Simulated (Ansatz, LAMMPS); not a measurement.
# Ionic liquid ethylammonium formate, from a frame at 450 K (225 atoms): geometry optimisation, part 3 of 3

Wanted: the relaxed structure of ionic liquid ethylammonium formate, from a frame at 450 K (225 atoms) and its electronic structure.

Ansatz 0.2.0; Kohn-Sham DFT, PBE+D3(BJ), PAW (set soft_2), plane waves.

The cell: 45 C, 15 N, 135 H and 30 O. The network of contacts between molecules at the start is that of the classical potential that made the cell. The Brillouin zone is sampled at Γ only, in a cell whose shortest periodic width is 13 Å.

So far, density (g/cm³): step 5 (structure statistics after relaxation) 1.06.

### Step 6. Single point at the relaxed geometry

The electronic structure is read at the final geometry, in a run of its own.

input.yaml reads:

```yaml
crystal:
  lattice:
    - [12.9752, 0.24785, 0.28596]
    - [0.24785, 12.83191, -0.23628]
    - [0.28596, -0.23628, 12.87258]
  atoms:
    - { symbol: C, position: [0.83033, 0.82243, 0.52369] }
    - { symbol: C, position: [0.85334, 0.83148, 0.408] }
    - { symbol: "N", position: [0.9458, 0.89347, 0.38555] }
    - { symbol: H, position: [0.81201, 0.89908, 0.56199] }
    - { symbol: H, position: [0.76442, 0.77278, 0.53666] }
    - { symbol: H, position: [0.89639, 0.78637, 0.56122] }
    - { symbol: H, position: [0.86772, 0.75472, 0.36933] }
    - { symbol: H, position: [0.78852, 0.86931, 0.37016] }
    - { symbol: H, position: [0.96375, 0.886, 0.3052] }
    - { symbol: H, position: [0.01304, 0.86684, 0.42247] }
    - { symbol: H, position: [0.93021, 0.97123, 0.4072] }
    - { symbol: C, position: [0.44711, 0.7382, 0.98729] }
    - { symbol: C, position: [0.55658, 0.72189, 0.94152] }
    - { symbol: "N", position: [0.62204, 0.80922, 0.97537] }
    - { symbol: H, position: [0.44597, 0.74752, 0.07236] }
    - { symbol: H, position: [0.40915, 0.8078, 0.95725] }
    - { symbol: H, position: [0.40106, 0.6713, 0.96653] }
    - { symbol: H, position: [0.59285, 0.64968, 0.96863] }
    - { symbol: H, position: [0.55897, 0.71703, 0.85603] }
    - { symbol: H, position: [0.69668, 0.80001, 0.9413] }
    - { symbol: H, position: [0.62658, 0.80875, 0.05837] }
    - { symbol: H, position: [0.58865, 0.8804, 0.95409] }
    - { symbol: C, position: [0.46689, 0.54747, 0.19733] }
    - { symbol: C, position: [0.53972, 0.46899, 0.24439] }
    - { symbol: "N", position: [0.55274, 0.372, 0.17663] }
    - { symbol: H, position: [0.49589, 0.56669, 0.11931] }
    - { symbol: H, position: [0.3894, 0.51707, 0.19171] }
    - { symbol: H, position: [0.46213, 0.62009, 0.24496] }
    - { symbol: H, position: [0.61572, 0.50153, 0.25407] }
    - { symbol: H, position: [0.51044, 0.44585, 0.32106] }
    - { symbol: H, position: [0.61375, 0.32356, 0.20099] }
    - { symbol: H, position: [0.57516, 0.39155, 0.10082] }
    [... 187 atom lines left out ...]
    - { symbol: O, position: [0.86192, 0.09777, 0.42107] }
    - { symbol: H, position: [0.73119, 0.18862, 0.4239] }
    - { symbol: O, position: [0.67691, 0.38668, 0.81446] }
    - { symbol: C, position: [0.62556, 0.4275, 0.8912] }
    - { symbol: O, position: [0.65053, 0.42486, 0.98569] }
    - { symbol: H, position: [0.5521, 0.47153, 0.87608] }
kpoints:
  mp_grid: { grid: [1, 1, 1] }
hamiltonian:
  xc: pbe
  dispersion: d3bj
scf:
  occupations: { method: fixed }
output:
  forces: true
  stress: true
  populations: true
  dos:
    method: { smearing: { sigma: 0.1 } }
    de: 0.1
    projected: { site_lists: { C: [C], H: [H], "N": ["N"], O: [O] } }
  eigenvalues: true
  write_density: true
  write_potential: true
  volumetric_format: npy
```

Launch:

```sh
$ ansatz run input.yaml --threads 4 --pin off --max-ram 8192MiB --backend cpu --events-out ev --progress --plain --runs-dir out
```

Numbers of over 12 decimals in the logs are rounded to 6 here.

Log:

```text
[...]
Crystal: 225 atoms, lattice volume = 2140.643 Å³
Basis set: ecut = 420 eV, 41849 PW (Γ), exchange–correlation on 180×180×180 points (8 copies of the dense FFT grid, shifted against one another)
Bands: 510, of which v1, the nominal top of the filled ones, is band 285 counted from 1 (284 counted from 0)
Symmetry: 1 space group operations
[...]
k-points: 1
[...]
SCF iter   1: F=—  HF=-36259.347618 eV  |F-HF|=—  |Δ(HF+E_count)|=         —  Δρ=3.68e-3  dr2=4.57e-1  ethr=1.77e-3  ⟨swp⟩=5.0  Hψ=1760  notcnv=0  defer=223
[...]
SCF iter  10: F=-36259.226454 eV  HF=-36259.226454 eV  |F-HF|=4.16e-8  |Δ(HF+E_count)|=   7.52e-8  Δρ=1.45e-6  dr2=4.32e-8  ethr=1.75e-11  ⟨swp⟩=18.0  Hψ=4920  notcnv=0
SCF 1 converged in 10 iterations: F = -36259.226454 eV  dr2 = 4.32e-8
[...]
WARN: The input density's exchange-correlation potential varies sharply where the density is thin. Do not read a vacuum level from v_tot or v_xc, or from such a field of the output density. On a cell that repeats whose density bears no net charge and no dipole along the vacuum's axis use v_es (v_loc + v_h of the components); [...]
SCF converged after 10 iterations
Free energy (F): -36259.226454 eV
[...]
Internal energy: -36259.226454 eV  (E = F + TS)
E sigma→0 (E₀):  -36259.226454 eV
Fermi energy:    -0.547572 eV
[...]
--- Forces (eV/Å), atoms counted from 1 ---
  atom   1  C     -0.00363754    -0.00533176    -0.00099120
  atom   2  C      0.00784134     0.00131328     0.00523695
  atom   3  N      0.00843751    -0.00515957     0.01562095
  atom   4  H     -0.00159688     0.00012152     0.00275551
  atom   5  H      0.00467685     0.00587469    -0.00021957
  atom   6  H      0.00016122    -0.00025954     0.00051115
  atom   7  H     -0.00047586    -0.00549146    -0.00354027
  atom   8  H     -0.00405046     0.00125644    -0.00134718
  atom   9  H     -0.00137073     0.00236495    -0.00460215
  atom  10  H     -0.00491685    -0.00137939    -0.00374346
  atom  11  H     -0.00223765     0.00181862    -0.00395469
  atom  12  C     -0.00073067     0.00437853    -0.00230406
  atom  13  C      0.00404639    -0.00908513     0.00097104
  atom  14  N      0.00987847     0.00126571     0.01328704
[...]
atom 224  O     -0.00469644    -0.00893798    -0.00623568
  atom 225  H      0.00155823    -0.01101889     0.00188065
  max |Σ_I F_I| component: 7.39e-5 eV/Å
--- Stress (GPa, compression-positive) ---
        0.007377       0.002854       0.012280
        0.002855      -0.001629      -0.010639
        0.012280      -0.010638      -0.002304
  P = ⅓ Tr σ = 0.0011 GPa (0.011 kbar)
--- Band table (eV) ---
[...]
--- Löwdin populations: 225 sites ---
  site symbol       q [e]
     0      C      4.4581
     1      C      4.1492
     2      N      5.3632
[...]
224      H      0.8934
  spilling = 0.012803 (of n_electrons = 570.000000)
```

It took 26 s on 4 threads of Intel Xeon Platinum 8488C (Sapphire Rapids), shared host; peak memory 3.2 GiB.

The program notes that the exchange-correlation potential is rough where the density is thin.

The run gave:

* free energy: -36259.2265 eV
* free energy per atom: -161.1521 eV/atom
* SCF cycles: 10
* pressure: 0.001148 GPa
* r.m.s. force component: 0.00577 eV/Å
* longest force: 0.03873 eV/Å
* Fermi energy: -0.5476 eV
* gap (highest filled to lowest empty level): 4.371 eV
* spilling of the projection: 0.0128

Löwdin charges by element and coordination (they lack the spilled electrons, 0.032 e an atom on average):

```tsv
element	coordination	atoms	mean charge (e)	spread	least	most
C	all	45	-0.0635	0.367	-0.471	0.433
C	3	15	0.424	0.0058	0.415	0.433
C	4	30	-0.307	0.153	-0.471	-0.146
H	all	135	0.229	0.0739	0.0875	0.341
N	all	15	-0.372	0.0077	-0.383	-0.357
O	all	30	-0.506	0.0192	-0.556	-0.475
```

States in the cell by windows of 1 eV, zero at the Fermi level; the larger projections on atomic orbitals stand beside the total:

```tsv
from (eV)	to (eV)	total	O p	C p	H s	N p	C s
-14	-13	22.3	0.0	1.7	6.2	1.5	11.4
-13	-12	7.7	0.0	0.6	2.1	0.5	4.0
-12	-11	0.0	0.0	0.0	0.0	0.0	0.0
-11	-10	13.3	0.1	2.1	4.2	2.1	4.4
-10	-9	20.3	0.8	3.3	6.1	2.9	6.2
-9	-8	36.3	5.9	6.1	8.6	8.6	3.8
-8	-7	46.9	3.5	8.7	11.7	19.2	1.7
-7	-6	25.0	3.0	8.9	4.7	6.7	0.5
-6	-5	61.9	17.4	22.1	9.9	6.9	0.4
-5	-4	65.5	25.9	23.1	7.1	4.8	0.2
-4	-3	67.8	5.8	37.4	18.3	4.7	0.2
-3	-2	23.1	1.0	11.1	10.0	0.6	0.0
-2	-1	28.5	25.6	0.5	1.0	0.9	0.1
-1	0	57.2	48.5	1.1	4.4	2.0	0.3
0	1	4.3	3.7	0.1	0.3	0.1	0.0
1	4	0.0	0.0	0.0	0.0	0.0	0.0
4	5	17.8	6.1	9.0	0.7	0.1	0.2
```

With fixed occupations the program's Fermi level is the highest filled level; weight inside the gap is the broadening of levels at its edges.

Between -22 and -14 eV lie 90 more states.

The levels nearest the highest filled one (over half full), pooled over k-points and spins:

```tsv
level less the highest filled one (eV)	occupation
-0.214	2
-0.120	2
-0.0826	2
-0.0422	2
-0.0193	2
0	2
4.37	0
4.41	0
4.66	0
4.70	0
4.72	0
4.74	0
```

Valence density in the ab plane at fractional z = 0.192, with atoms of C and N and H and O within 0.2 Å of it. It is the smooth field of the valence electrons, not physical close to the nuclei.

Values in e/Å³, 13 rows by 16 columns, each cell a mean:
```
0.0 0.0 0.0 0.2 1.4 0.7 0.1 0.1 0.0 0.0 0.0 0.0 0.0 0.4 0.7 0.2
0.8 0.0 0.0 0.1 0.8 0.4 0.0 0.0 0.1 0.3 0.4 0.0 0.0 0.1 0.6 2.3
1.1 0.1 0.1 0.1 0.1 0.0 0.0 0.0 0.1 2.6 3.5 0.3 0.0 0.0 0.4 2.8
0.1 0.1 0.6 1.1 0.8 0.1 0.0 0.0 0.0 0.5 1.4 1.2 0.3 0.0 0.0 0.1
0.0 0.1 0.5 0.9 0.6 0.1 0.1 0.3 0.1 0.0 0.2 0.5 0.2 0.0 0.0 0.0
0.0 0.1 0.4 0.5 0.1 0.1 0.7 1.5 0.8 0.1 0.0 0.0 0.0 0.0 0.0 0.0
0.0 0.0 0.2 0.4 0.0 0.1 0.7 0.8 0.9 0.4 0.1 0.0 0.1 0.0 0.0 0.0
0.0 0.0 0.0 0.0 0.0 0.1 0.1 0.2 1.5 1.5 0.2 0.1 0.9 0.5 0.1 0.0
0.0 0.0 0.0 0.0 0.2 3.2 1.8 0.5 1.5 1.8 0.5 0.7 1.7 1.6 1.5 0.3
0.0 0.0 0.0 0.0 0.1 1.4 0.9 0.1 0.1 0.1 0.2 2.3 2.6 0.5 0.6 0.2
0.5 0.7 0.8 0.2 0.0 0.0 0.0 0.0 0.0 0.0 0.0 0.2 0.2 0.0 0.0 0.3
0.7 1.3 1.3 0.1 0.0 0.0 0.4 0.8 0.1 0.0 0.0 0.0 0.0 0.0 0.0 0.3
0.1 0.3 0.6 0.1 0.1 0.3 0.9 0.9 0.1 0.0 0.1 0.0 0.0 0.2 0.3 0.1
```
Columns run along a (13.0 Å), rows up along b (12.8 Å). Atoms in or near the plane, at fractional coordinates: C at (0.47, 0.55), N at (0.55, 0.37), H at (0.39, 0.52), H at (0.61, 0.32), H at (0.48, 0.33), H at (0.18, 0.52), H at (0.28, 0.69), C at (0.10, 0.13), H at (0.13, 0.04), O at (0.97, 0.83), C at (0.80, 0.33), H at (0.78, 0.42), O at (0.62, 0.79), O at (0.35, 0.31).

Electrostatic potential energy in the ab plane at fractional z = 0.192, with atoms of C and N and H and O within 0.2 Å of it. With pseudopotentials it is smooth inside the atoms' cores, unlike the true potential.

Ten even steps from '0' (-41 eV) to '9' (6 eV), each cell a mean:
```
99999999998788889999999999999999877999
99999999984369999999999999999999988999
89999999997689999999999999999999987766
28999999999999999999998558999999988500
48999999999999999999993003999999999721
99999988899999999999996212579999999998
99998852266589999999999850057899999999
99998840043289999999999985653899999999
99999876688899999889999999988999999999
99999888899999997435899999999999999999
99999976899999754000799999999999999999
99999972699999426325778899999999999999
99999998999999888887557899999889999999
99999999999999999987536899999527999999
99999999999999999986000689998634789999
99999999999952279723312248987200155799
99999999999930059866877458841101454699
99999999999986699999999999710168898999
99998999999999999999999999976799999988
88853678999999999999999999999999999988
66500068999999999889999999999999999988
77732379999999987348999999999999999988
89986269999998764358999999999999999988
99998789999996477889999999999999999999
```
Columns run along a (13.0 Å; values clipped at the 3rd and 97th percentile), rows up along b (12.8 Å). Atoms in or near the plane, at fractional coordinates: C at (0.47, 0.55), N at (0.55, 0.37), H at (0.39, 0.52), H at (0.61, 0.32), H at (0.48, 0.33), H at (0.18, 0.52), H at (0.28, 0.69), C at (0.10, 0.13), H at (0.13, 0.04), O at (0.97, 0.83), C at (0.80, 0.33), H at (0.78, 0.42), O at (0.62, 0.79), O at (0.35, 0.31).

Mean Löwdin charges: C -0.06, H +0.23, N -0.37, O -0.51 e (they miss 1.3 % of the electrons, so they add up to more than the cell's charge). The largest share in the top eV of filled states is O p (86 % of the projected weight), and in the lowest eV of empty states C p (51 % of the projected weight).

A closer look about N36, one of the 15 N atoms: 8 atoms, nearest first, numbered in the order of the input, with positions taken from that point.

```tsv
atom	x	y	z	distance (Å)	bonds	Löwdin charge (e)
N36	0.00	0.00	0.00	0.00	4	-0.38
H42	0.14	0.58	0.86	1.05	1	0.33
H43	0.95	-0.30	-0.33	1.05	1	0.32
H44	-0.52	-0.89	0.26	1.07	1	0.32
C35	-0.75	0.70	-1.09	1.49	4	-0.16
H40	-0.75	0.03	-1.95	2.09	1	0.19
H41	-0.19	1.62	-1.34	2.11	1	0.21
C34	-2.17	1.03	-0.66	2.49	4	-0.45
```

The column of bonds counts only the pairs H-C within 1.34 Å, H-N within 1.27 Å, C-C within 1.85 Å, C-O within 1.68 Å, C-N within 1.79 Å; other neighbours, such as metal atoms beside each other in a compound, aren't counted, and periodic images can show an atom twice.

### Step 7. Summary of results

- energy change in the relaxation: -76.08 meV/atom
- r.m.s. displacement: 0.796 Å
- largest displacement: 1.885 Å
- free energy per atom: -161.1521 eV/atom
- pressure: 0.001148 GPa
- r.m.s. force component: 0.00577 eV/Å
- gap (highest filled to lowest empty level): 4.371 eV
- wall time of the 3 DFT runs: 18 min

Relaxation lowers the energy by 76.1 meV/atom and moves atoms by 0.80 Å r.m.s.; the r.m.s. force component goes from 1.1 to 0.0058 eV/Å, the pressure goes from 2.7 to 0.0011 GPa, and the gap from 3.03 to 4.37 eV. Displacements are taken in the final cell, so they leave out its strain. By the final cutoffs no bond was broken or made. The cell shrank by 2.4 % in volume. From the first step to the last the energy fell by 17.118 eV, across changes of basis, and the largest move was 1.88 Å (H140). The H-N bonds change most in mean length: from 1.027 Å (spread 0.032) to 1.054 Å (spread 0.010). By these cutoffs 67 % of C atoms have 4, all H atoms have 1, all N atoms have 4 and all O atoms have 1 bonded neighbour. The highest filled and lowest empty levels differ by 4.37 eV (at Γ alone); a semilocal functional tends to put such gaps too low. In a disordered cell it changes from sample to sample and from frame to frame.

Caveats: The network of contacts between molecules at the start is that of the classical potential that made the cell; in DFT atoms moved by 0.80 Å r.m.s.

[Logs are printed without paths, hosts, clocks, repeated set-up lines and the standing remarks that a program may print on its own settings, such as how far it seeks lower states.]

[Hosts, paths, dates, database ids (printed as entryN), source tags and the programs' standing remarks are cut or masked in the printed files.]
